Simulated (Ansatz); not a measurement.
La2O3 (P-3m1), computed twice by G0W0.

```xyz
5
Lattice="3.9308 0.0000 0.0000 -1.9654 3.4042 0.0000 0.0000 0.0000 6.1120" Properties=species:S:1:pos:R:3 pbc="T T T"
La    1.9654    1.1347    4.6070
La    0.0000    2.2694    1.5050
O     1.9654    1.1347    2.1643
O     0.0000    2.2694    3.9477
O     0.0000    0.0000    0.0000
```

The cell and positions are those that the Materials Project relaxed with its own functionals (PBE, PBE+U or r2SCAN), kept fixed. Spin-orbit coupling is left out unless a run names it.

The first (Ansatz 0.2.0; start PBE, 6×6×2 mesh, 185 empty bands, screening to 300 eV, PAW set soft_1 files; 1 × NVIDIA H100 80GB HBM3 (shared by 6 runs) with 2 threads of AMD EPYC 7R13 (Zen 3), shared host) gave, on its mesh: starting gap 3.84 eV, G0W0 gap 5.34 eV, RPA ε∞ (mean) 4.57, 18 s.

The second changes mesh from 6×6×2 to 12×12×4 and screening cutoff (eV) from 300 to 100. What does it give?

It gave: starting gap 3.84 eV, G0W0 gap 5.33 eV, RPA ε∞ (mean) 4.59, 6.3 min. The G0W0 gap moves by −0.01 eV, −0.002 eV from the start and −0.01 eV from the correction.

Limits: not at the basis limit; f levels unsure; no spin-orbit coupling; coarse k mesh.

[Paths, hosts, dates, memory and timing lines, banners, echoed tables and standing remarks are left out of the program output.]

[Logs are printed without paths, hosts, clocks, repeated set-up lines and the standing remarks that a program may print on its own settings, such as how far it seeks lower states.]

[Runs of the session that timed out or met a known fault of the program may be left out.]

[Cells called generated may have been cut or substituted from an entry of the Crystallography Open Database or the Materials Project.]

[Hosts, paths, dates, database ids (printed as entryN), source tags and the programs' standing remarks are cut or masked in the printed files.]
